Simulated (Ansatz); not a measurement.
## Relaxing twisted graphene double bilayer, 38.21° (56 atoms)

Wanted: the relaxed structure of twisted graphene double bilayer, 38.21° (56 atoms) and its electronic structure.

Main program and level: Ansatz 0.2.0; Kohn-Sham DFT, PBE+D4, PAW (set soft_2), plane waves.

## (1) The structure

The cell holds 56 atoms: 56 C. Cell: a = 6.508 Å, b = 6.509 Å, c = 24.180 Å, α = 90.0°, β = 90.0°, γ = 120.0°. It derives from C (graphene). Graphene (a = 2.46 Å) under graphene (a = 2.46 Å), double bilayer, commensurate cell of 7 unit cells a layer, twist 38.21 deg; facing planes 3.33, 3.52, 3.33 Å apart as built; 14 Å of vacuum; minimised with a classical potential. Regions: layer 1, 14 atoms (14 C); layer 2, 14 atoms (14 C); layer 3, 14 atoms (14 C); layer 4, 14 atoms (14 C). Vacuum lies along c.

What the set-up can't give: The cell is under 6 Å thick along two periodic directions, so every atom has periodic images of itself close by, which move with it and show among its neighbours and in g(r).

## (2) Single point at the start

A single point comes first, to see the forces before anything moves.

input.yaml reads:

```yaml
crystal:
  lattice:
    - [6.5085, 0.0, 0.0]
    - [-3.25425, 5.63653, 0.0]
    - [0.0, 0.0, 24.18]
  atoms:
    - { symbol: C, position: [0.19048, 0.2381, 0.29087] }
    - { symbol: C, position: [0.2381, 0.04762, 0.29084] }
    - { symbol: C, position: [0.33333, 0.66667, 0.29087] }
    - { symbol: C, position: [0.38095, 0.47619, 0.29084] }
    [... 46 atom lines left out ...]
    - { symbol: C, position: [0.80952, 0.04762, 0.70916] }
    - { symbol: C, position: [0.85714, 0.28571, 0.70913] }
    - { symbol: C, position: [0.5238, 0.61904, 0.70916] }
    - { symbol: C, position: [0.57142, 0.85714, 0.70913] }
    - { symbol: C, position: [0.66666, 0.33333, 0.70916] }
    - { symbol: C, position: [0.71428, 0.57142, 0.70913] }
kpoints:
  mp_grid: { grid: [3, 3, 1] }
hamiltonian:
  xc: pbe
  dispersion: d4
scf:
  occupations: { method: gaussian, width: 0.025 }
output:
  forces: true
  populations: true
  dos:
    method: { smearing: { sigma: 0.08 } }
    de: 0.1
    projected:
      site_lists:
        C: [C]
        layer_1: [0, 1, 2, 3, 4, 5, 6, 7, 8, 9, 10, 11, 12, 13]
        layer_2: [14, 15, 16, 17, 18, 19, 20, 21, 22, 23, 24, 25, 26, 27]
        layer_3: [28, 29, 30, 31, 32, 33, 34, 35, 36, 37, 38, 39, 40, 41]
        layer_4: [42, 43, 44, 45, 46, 47, 48, 49, 50, 51, 52, 53, 54, 55]
  eigenvalues: true
```

On the command line:

```sh
$ ansatz run input.yaml --threads 4 --pin off --max-ram 8192MiB --backend cpu --events-out ev --progress --plain --runs-dir out
```

The job ended after 38 s (4 threads of Arm Neoverse V2, shared host; peak memory 3 GiB; 2.3 min of CPU time).

The program notes that the atoms just miss a symmetry operation.

The run gave:

- free energy: -14060.5080 eV
- free energy per atom: -251.0805 eV/atom
- SCF cycles: 11
- r.m.s. force component: 0.02583 eV/Å
- longest force: 0.07316 eV/Å
- Fermi energy: 2.006 eV
- levels partly filled by over 2 per cent: 4
- spilling of the projection: 0.009211

The r.m.s. force component of 0.026 eV/Å sets the starting point.

Length of the force by element:

| element | coordination | atoms | mean length of the force (eV/Å) | spread | least | most |
| --- | --- | --- | --- | --- | --- | --- |
| C | all | 56 | 0.0397 | 0.0207 | 0.015 | 0.0732 |

## (3) Relaxation

With the cell held, the atoms are moved downhill towards a nearby minimum.

input.yaml, the sections that differ from step 2:

```yaml
output:
  forces: true
relax:
  f_tol: 0.05
  max_steps: 155
# crystal, kpoints, hamiltonian, scf: as in step 2
```

Elapsed: 67 s, on 4 threads; peak memory 2.8 GiB; 4.3 min of CPU time.

The steps of the relaxation:

| step | energy less that of the first step (eV) | largest force component (eV/Å) |
| --- | --- | --- |
| 1 | 0.0000 | 0.0731 |
| 2 | 0.2816 | 0.1253 |
| 3 | -0.0273 | 0.0263 |

Relaxation step 2 was tried and not accepted.

The atoms that moved most (Å):

| atom | dx | dy | dz | length |
| --- | --- | --- | --- | --- |
| C49 | 0.000 | 0.000 | -0.054 | 0.054 |
| C51 | 0.000 | 0.000 | -0.054 | 0.054 |
| C55 | 0.000 | 0.000 | -0.054 | 0.054 |
| C53 | 0.000 | 0.000 | -0.054 | 0.054 |
| C47 | 0.000 | 0.000 | -0.054 | 0.054 |
| C43 | 0.000 | 0.000 | -0.054 | 0.054 |
| C45 | 0.000 | 0.000 | -0.054 | 0.054 |
| C2 | 0.000 | 0.000 | 0.054 | 0.054 |

The relaxation changed the energy by -0.488 meV/atom, and atoms moved by 0.045 Å r.m.s., 0.054 Å at most.

## (4) Local order after relaxation

Bonds before and after, by the cutoffs listed below:

| pair | bonds before | bonds after | mean before (Å) | mean after (Å) | spread before (Å) | spread after (Å) |
| --- | --- | --- | --- | --- | --- | --- |
| C-C | 84 | 84 | 1.420 | 1.420 | 0.000 | 0.000 |

Normalised to the volume that the atoms fill. Pair distribution function in bins of 0.2 Å:

| r (Å) | total |
| --- | --- |
| 1.40 | 4.62 |
| 1.60 | 0.00 |
| 1.80 | 0.00 |
| 2.00 | 0.00 |
| 2.20 | 0.00 |
| 2.40 | 3.06 |
| 2.60 | 0.00 |
| 2.80 | 1.18 |
| 3.00 | 0.00 |
| 3.20 | 0.15 |
| 3.40 | 0.09 |
| 3.60 | 1.23 |
| 3.80 | 1.51 |
| 4.00 | 0.32 |
| 4.20 | 1.69 |
| 4.40 | 0.94 |
| 4.60 | 0.10 |
| 4.80 | 0.18 |
| 5.00 | 2.14 |
| 5.20 | 0.79 |
| 5.40 | 0.49 |
| 5.60 | 0.39 |
| 5.80 | 0.20 |
| 6.00 | 1.09 |
| 6.20 | 0.63 |
| 6.40 | 0.12 |
| 6.60 | 1.35 |
| 6.80 | 0.28 |

Bonds by pair of elements; cutoffs follow the first minimum of g(r), held within bounds set by covalent radii, and pairs that aren't listed don't count as bonded:

| pair A-B | cutoff (Å) | bonds | mean length (Å) | spread (Å) | shortest (Å) | B about A | A about B |
| --- | --- | --- | --- | --- | --- | --- | --- |
| C-C | 1.82 | 84 | 1.42 | 0 | 1.42 | 3 | 3 |

How many atoms have how many bonded neighbours:

| element | mean | 3 |
| --- | --- | --- |
| C | 3 | 56 |

Bond angles (no mean is given where the spread exceeds 20°):

| angle | count | mean (°) | spread (°) |
| --- | --- | --- | --- |
| C-C-C | 168 | 120 | 0 |

With the cutoffs above, all C atoms have 3 bonded neighbours.

## (5) Single point at the relaxed geometry

The electronic structure is read at the final geometry, in a run of its own.

input.yaml reads:

```yaml
crystal:
  lattice:
    - [6.5085, 0.0, 0.0]
    - [-3.25425, 5.63653, 0.0]
    - [0.0, 0.0, 24.18]
  atoms:
    - { symbol: C, position: [0.19047, 0.2381, 0.29296] }
    - { symbol: C, position: [0.23809, 0.04762, 0.29308] }
    - { symbol: C, position: [0.33332, 0.66667, 0.29296] }
    - { symbol: C, position: [0.38094, 0.47619, 0.29308] }
    [... 46 atom lines left out ...]
    - { symbol: C, position: [0.80951, 0.04761, 0.70692] }
    - { symbol: C, position: [0.85713, 0.2857, 0.70704] }
    - { symbol: C, position: [0.52379, 0.61903, 0.70692] }
    - { symbol: C, position: [0.57141, 0.85713, 0.70704] }
    - { symbol: C, position: [0.66665, 0.33332, 0.70692] }
    - { symbol: C, position: [0.71427, 0.57141, 0.70704] }
kpoints:
  mp_grid: { grid: [3, 3, 1] }
hamiltonian:
  xc: pbe
  dispersion: d4
scf:
  occupations: { method: gaussian, width: 0.025 }
output:
  forces: true
  populations: intrinsic
  dos:
    method: { smearing: { sigma: 0.15 } }
    de: 0.1
    projected:
      site_lists:
        C: [C]
        layer_1: [0, 1, 2, 3, 4, 5, 6, 7, 8, 9, 10, 11, 12, 13]
        layer_2: [14, 15, 16, 17, 18, 19, 20, 21, 22, 23, 24, 25, 26, 27]
        layer_3: [28, 29, 30, 31, 32, 33, 34, 35, 36, 37, 38, 39, 40, 41]
        layer_4: [42, 43, 44, 45, 46, 47, 48, 49, 50, 51, 52, 53, 54, 55]
  eigenvalues: true
  write_density: true
  write_potential: true
  volumetric_format: npy
  elf: true
```

Elapsed: 40 s, on 4 threads; peak memory 3 GiB; 2.6 min of CPU time.

The program notes that the exchange-correlation potential is rough where the density is thin.

The run gave:

```
free energy                                   : -14060.5354 eV
free energy per atom                          : -251.0810 eV/atom
SCF cycles                                    : 11
r.m.s. force component                        : 0.01309 eV/Å
longest force                                 : 0.03074 eV/Å
Fermi energy                                  : 2.001 eV
levels partly filled by over 2 per cent       : 4
potential in mid-vacuum, over the Fermi level : 4.264 eV
potential 4.5 Å over the upper face           : 4.264 eV
potential 4.5 Å under the lower face          : 4.266 eV
```

Intrinsic-atomic-orbital charges by element:

| element | coordination | atoms | mean charge (e) | spread | least | most |
| --- | --- | --- | --- | --- | --- | --- |
| C | all | 56 | 0 | 0.0017 | -0.0027 | 0.0019 |

By region:

| region | atoms | mean length of the force (eV/Å) | net charge (e) |
| --- | --- | --- | --- |
| layer 1 | 14 | 0.02 | 0.01 |
| layer 2 | 14 | 0.025 | -0.01 |
| layer 3 | 14 | 0.024 | -0.01 |
| layer 4 | 14 | 0.02 | 0.01 |

Density of states as counts of states in windows of 1 eV (from the Fermi level), total and the larger projections:

| from (eV) | to (eV) | total | C p | layer 4 | layer 1 | layer 2 | layer 3 | C s |
| --- | --- | --- | --- | --- | --- | --- | --- | --- |
| -14 | -13 | 3.3 | 1.5 | 0.8 | 0.8 | 0.9 | 0.9 | 1.8 |
| -13 | -12 | 15.7 | 10.2 | 3.9 | 3.9 | 3.8 | 3.8 | 5.3 |
| -12 | -11 | 6.7 | 4.5 | 1.7 | 1.7 | 1.6 | 1.6 | 2.2 |
| -11 | -10 | 8.6 | 6.5 | 2.1 | 2.1 | 2.2 | 2.2 | 2.1 |
| -10 | -9 | 13.4 | 10.8 | 3.4 | 3.4 | 3.3 | 3.3 | 2.5 |
| -9 | -8 | 9.8 | 8.3 | 2.3 | 2.3 | 2.5 | 2.5 | 1.3 |
| -8 | -7 | 17.9 | 16.2 | 4.6 | 4.6 | 4.3 | 4.3 | 1.4 |
| -7 | -6 | 25.7 | 24.1 | 6.3 | 6.3 | 6.4 | 6.4 | 1.3 |
| -6 | -5 | 19.2 | 18.9 | 4.6 | 4.6 | 4.9 | 4.9 | 0.2 |
| -5 | -4 | 18.0 | 17.6 | 4.8 | 4.8 | 4.2 | 4.2 | 0.4 |
| -4 | -3 | 15.3 | 15.2 | 3.5 | 3.5 | 4.1 | 4.1 | 0.0 |
| -3 | -2 | 11.4 | 11.3 | 3.0 | 3.0 | 2.7 | 2.7 | 0.0 |
| -2 | -1 | 6.3 | 6.3 | 1.5 | 1.5 | 1.6 | 1.6 | 0.0 |
| -1 | 0 | 2.0 | 2.0 | 0.5 | 0.5 | 0.5 | 0.5 | 0.0 |
| 0 | 1 | 1.6 | 1.6 | 0.4 | 0.4 | 0.4 | 0.4 | 0.0 |
| 1 | 2 | 8.0 | 7.7 | 2.0 | 2.0 | 1.9 | 1.9 | 0.0 |
| 2 | 3 | 13.3 | 12.8 | 3.1 | 3.1 | 3.3 | 3.3 | 0.0 |
| 3 | 4 | 4.0 | 2.7 | 0.7 | 0.7 | 0.6 | 0.6 | 0.0 |
| 4 | 5 | 9.7 | 6.5 | 1.7 | 1.7 | 1.6 | 1.6 | 0.0 |

Between -20 and -14 eV lie 51 more states.

The levels nearest the highest filled one (over half full), pooled over k-points and spins:

| level less the highest filled one (eV) | occupation |
| --- | --- |
| -1.33 | 2 |
| -1.33 | 2 |
| -0.367 | 2 |
| -0.365 | 2 |
| 0 | 1.03 |
| 0 | 1.03 |
| 0.0014 | 0.967 |
| 0.0014 | 0.967 |
| 0.391 | 0 |
| 0.393 | 0 |
| 1.31 | 0 |
| 1.31 | 0 |

Planar average of the electrostatic potential energy along the normal, with the Fermi level as zero, after a running mean with a triangular window 4 Å wide at its base:

| height (Å) | potential energy (eV) |
| --- | --- |
| 0.0 | 4.26 |
| 0.7 | 4.26 |
| 1.3 | 4.26 |
| 2.1 | 4.26 |
| 2.7 | 4.26 |
| 3.4 | 4.26 |
| 4.2 | 4.18 |
| 4.8 | 3.60 |
| 5.5 | 0.03 |
| 6.1 | -4.24 |
| 6.9 | -8.68 |
| 7.6 | -7.34 |
| 8.2 | -4.16 |
| 9.0 | -3.33 |
| 9.6 | -5.66 |
| 10.3 | -9.00 |
| 11.0 | -6.37 |
| 11.6 | -3.04 |
| 12.4 | -2.54 |
| 13.0 | -5.44 |
| 13.7 | -8.98 |
| 14.5 | -6.52 |
| 15.1 | -3.67 |
| 15.8 | -3.65 |
| 16.4 | -6.49 |
| 17.2 | -9.00 |
| 17.9 | -5.30 |
| 18.5 | -1.01 |
| 19.3 | 3.19 |
| 19.9 | 4.12 |
| 20.6 | 4.25 |
| 21.3 | 4.26 |
| 21.9 | 4.26 |
| 22.7 | 4.26 |
| 23.3 | 4.26 |
| 24.0 | 4.26 |

Intrinsic-atomic-orbital charges run from -0.00 to +0.00 e. Within 0.4 eV of the Fermi level the largest share is C p (100 % of the projected weight). The potential stands 4.26 eV above the Fermi level over the upper face and 4.27 eV under the lower one, a reading of the work function, with no dipole correction.

## (6) Outcome

| Property | Result |
| --- | --- |
| energy change in the relaxation | -0.488 meV/atom |
| r.m.s. displacement | 0.045 Å |
| largest displacement | 0.054 Å |
| free energy per atom | -251.0810 eV/atom |
| r.m.s. force component | 0.01309 eV/Å |
| potential in mid-vacuum, over the Fermi level | 4.264 eV |
| wall time of the 3 DFT runs | 2.4 min |

In words: Relaxation lowers the energy by 0.488 meV/atom and moves atoms by 0.045 Å r.m.s.; the r.m.s. force component goes from 0.026 to 0.013 eV/Å. By the final cutoffs no bond was broken or made. From the first step to the last the energy fell by 0.027 eV, and the largest move was 0.05 Å (C43, with 13 other atoms within 2 % of it). With the cutoffs above, all C atoms have 3 bonded neighbours. No gap is quoted, since levels at the Fermi energy are partly filled. The potential stands 4.26 eV above the Fermi level over the upper face and 4.27 eV under the lower one, a reading of the work function, with no dipole correction.

[Logs are printed without paths, hosts, clocks, repeated set-up lines and the standing remarks that a program may print on its own settings, such as how far it seeks lower states.]

[Hosts, paths, dates, database ids (printed as entryN), source tags and the programs' standing remarks are cut or masked in the printed files.]
